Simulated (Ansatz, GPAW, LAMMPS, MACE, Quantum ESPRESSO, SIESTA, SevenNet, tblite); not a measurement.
## Liquid 62SiO2-17Al2O3-10MgO-10Na2O (mol %) at 2000 K (94 atoms): runs against a plane-wave reference

Density of this cell: 2.34 g/cm³. The cell holds 94 atoms: 18 Si, 10 Al, 3 Mg, 6 Na and 57 O. Its edges and angles: a = 11.041 Å, b = 11.041 Å, c = 11.041 Å, α = 90.0°, β = 90.0°, γ = 90.0°. 94 atoms (18 Si, 10 Al, 3 Mg, 6 Na, 57 O) placed at random at 2.51 g/cm³, melted at 4000 K for 10 ps at fixed volume with the Morse and Coulomb pair potential with partial charges (Pedone, Malavasi, Menziani, Cormack and Segre, J. Phys. Chem. B 110, 11780 (2006)). Snapshot at the end of a hold of 10 ps at 2000 K and zero pressure.

Geometry: as built.

The reference, a calculation:

```
method                                           : Kohn-Sham DFT, PBE, SSSP efficiency 1.3.0 pseudopotentials, plane waves (Quantum ESPRESSO 7.5); sssp-pbe-1.3.0-efficiency, cutoffs 60/480 Ry, Γ point
r.m.s. force component                           : 2.229 eV/Å
longest force                                    : 9.619 eV/Å
pressure                                         : 4.436 GPa
gap (highest filled to lowest empty level) : 1.462 eV
time                                             : 3.6 min on 4 MPI ranks of Arm Neoverse V2, shared host
CPU time                                         : 15 min
```

Q: Estimate the differences from the reference, the CPU time and the memory of each run.
- SIESTA PBE, SZP, shift 0.01 Ry, mesh 500 Ry (SIESTA 5.4.2; 2 MPI ranks)
- SevenNet l3i5 potential (SevenNet l3i5; 1 thread)
- tblite GFN1-xTB (tblite 0.8.0; 1 thread)
- MACE MPA-0 medium potential (MACE MPA-0 medium; 1 thread)
- MACE MP-0b2 small potential (MACE MP-0b2 small; 1 thread)
- SIESTA PBE, DZP, shift 0.01 Ry, mesh 500 Ry (SIESTA 5.4.2; 2 MPI ranks)
- SIESTA PBE, SZ, shift 0.02 Ry, mesh 500 Ry (SIESTA 5.4.2; 1 thread)
- GPAW PBE, grid h 0.18 Å (GPAW 26.7.0; 2 MPI ranks)
- GPAW PBE, LCAO dzp, h 0.18 Å, other mixer settings (GPAW 26.7.0; 2 MPI ranks)
- GPAW PBE, LCAO sz(dzp), h 0.18 Å (GPAW 26.7.0; 1 thread)

Differences are against the plane-wave reference, forces as r.m.s. over components; share is that over the reference's r.m.s. force, slope the least-squares factor from reference forces to these. Total energies of different programs have different zeros and aren't compared.

| run | Δ force, r.m.s. (meV/Å) | share (%) | slope | Δ pressure (GPa) | Δ gap (eV) | cores | CPU time | memory (GiB) |
| --- | --- | --- | --- | --- | --- | --- | --- | --- |
| reference | - | - | - | - | - | 4 | 15 min | 4.3 |
| SIESTA PBE, SZP, shift 0.01 Ry, mesh 500 Ry (coarse) | 524 | 23.5 | 1.166 | 5.9 | -0.224 | 2 | 4.5 min | 2.2 |
| SevenNet l3i5 potential | 102 | 4.60 | 0.981 | -0.516 | - | 1 | 9 s | 1.5 |
| tblite GFN1-xTB | 654 | 29.3 | 0.808 | 4.34 | - | 1 | 4.8 s | 0.13 |
| MACE MPA-0 medium potential | 128 | 5.73 | 0.988 | -0.0403 | - | 1 | 7.3 s | 1.1 |
| MACE MP-0b2 small potential | 181 | 8.12 | 0.968 | -0.160 | - | 1 | 5.5 s | 0.67 |
| SIESTA PBE, DZP, shift 0.01 Ry, mesh 500 Ry | 194 | 8.71 | 1.039 | 1.86 | -0.136 | 2 | 5.9 min | 2.4 |
| SIESTA PBE, SZ, shift 0.02 Ry, mesh 500 Ry (coarse) | 1072 | 48.1 | 1.251 | 6.56 | -0.980 | 1 | 1.8 min | 0.87 |
| GPAW PBE, grid h 0.18 Å | 148 | 6.62 | 1.043 | - | 0.0226 | 2 | 12 min | 3.1 |
| GPAW PBE, LCAO dzp, h 0.18 Å, other mixer settings | 338 | 15.1 | 1.080 | - | -0.150 | 2 | 5.2 min | 2.1 |
| GPAW PBE, LCAO sz(dzp), h 0.18 Å (coarse) | 1140 | 51.1 | 1.197 | - | -0.540 | 1 | 73 s | 1.4 |

Rows marked coarse were listed beforehand as settings not expected to be converged; some can still land near the reference.

Times of the machine-learned potentials are mostly Python's start and the loading of weights.

CPU time is summed over cores on a shared host, where runs went side by side, so it is rough. Symmetry, cutoffs, thresholds, outputs and thread counts weren't matched or tuned between programs; memory under MPI is the largest rank's times the ranks.

PBE on plane waves or a grid with other potentials, cutoffs or grids, coarse settings apart, differs from the reference by 6.6 % (GPAW PBE, grid h 0.18 Å) of the r.m.s. force; potentials, valence shells or grid differ, and the table alone doesn't part them. The PBE runs in local orbitals, coarse settings apart, differ by 8.7 % (SIESTA PBE, DZP, shift 0.01 Ry, mesh 500 Ry) to 15 % (GPAW PBE, LCAO dzp, h 0.18 Å, other mixer settings); basis, grid and potentials can all enter. Tight binding differs by 29 % (tblite GFN1-xTB); it is another model, with fitted parameters of its own, and the xTB methods hold dispersion. Machine-learned potentials differ by 4.6 % (SevenNet l3i5 potential) to 8.1 % (MACE MP-0b2 small potential); they were trained on other programs' data. Periodic xTB results under one method name differ between programs and library versions. Machine-learned potentials mimic data converged in k, so the reference's own k-point error enters their differences. The network of bonds at the start is that of the classical potential that made the cell, and needn't be the one that DFT or experiment would give. The electronic-structure runs sample only Γ, in a cell whose shortest periodic width is 11 Å.

[Logs are printed without paths, hosts, clocks, repeated set-up lines and the standing remarks that a program may print on its own settings, such as how far it seeks lower states.]

[Hosts, paths, dates, database ids (printed as entryN), source tags and the programs' standing remarks are cut or masked in the printed files.]
